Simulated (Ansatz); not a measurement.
# ZnS (P6_3mc): refractive index against wavelength

The refractive index of ZnS (P6_3mc) along x below the direct gap (2.25 eV on the mesh) is read from one computed spectrum, n = √(Re ε). x, y and z are the Cartesian axes of the input cell.

It takes space group P6_3mc (No. 186, hexagonal). The conventional cell has a = 3.811 Å, b = 3.811 Å, c = 6.234 Å, α = 90.00°, β = 90.00°, γ = 120.00°. Zn on site b is surrounded by 4 S at 2.31 to 2.40 Å. S on site b has 4 Zn at 2.31 to 2.40 Å as nearest neighbours.

Method: Ansatz 0.2.0, PBE, independent particles, k-mesh 12×12×6 with interpolation inside its cells, Gaussian parameter 0.15 eV.

Launch of the response step: `ansatz run input.yaml --threads 4 --pin off --max-ram 8192MiB --backend cpu --events-out ev --progress --plain --runs-dir out`. The run took 30 s, on 4 threads of Arm Neoverse V2 (shared host).

```tsv
wavelength (nm)	photon energy E (eV)	n
3000	0.413	2.5021
2000	0.620	2.5092
1550	0.800	2.5179
1310	0.946	2.5268
1064	1.165	2.5437
850	1.459	?
```

In the single-oscillator model n² − 1 = E₀E_d/(E₀² − E²), so 1/(n² − 1) = E₀/E_d − E²/(E₀E_d) is linear in E².

Working, on the rows shown:

| x = E² (eV²) | y = 1/(n² − 1) |
| --- | --- |
| 0.170801 | 0.190096 |
| 0.384302 | 0.188819 |
| 0.639837 | 0.187272 |
| 0.895757 | 0.185711 |
| 1.35784 | 0.182802 |

Means: x̄ = 0.68971, ȳ = 0.18694. Σ(x − x̄)(y − ȳ) = -0.005246, Σ(x − x̄)² = 0.8539. Slope = -0.005246 / 0.8539 = -0.006144; intercept = ȳ − slope · x̄ = 0.19118. Turned back into n, the line misses the rows shown by at most 0.00021.

Q: Predict the last column of the withheld row from the fit.

A: At x = 2.1276 the line gives y = 0.17811, that is 2.5719. The run gave 2.5739, so the extrapolation is off by 0.002, 3 % of the range in the table.

Refitted with all rows, the slope is -0.006296 and the intercept 0.19126. These give E₀ = √(intercept/−slope) = 5.51 eV and E_d = E₀/intercept = 28.8 eV; E₀ is 2.5 times the direct gap. The electronic limit at long wavelengths, without lattice vibrations, is n = √(1 + 1/intercept) = 2.496. The cell comes from an older database entry, whose edges can be off by a per cent or so. Excitons are left out and so are local fields; PBE gaps are as a rule too small.

[Logs are printed without paths, hosts, clocks, repeated set-up lines and the standing remarks that a program may print on its own settings, such as how far it seeks lower states.]
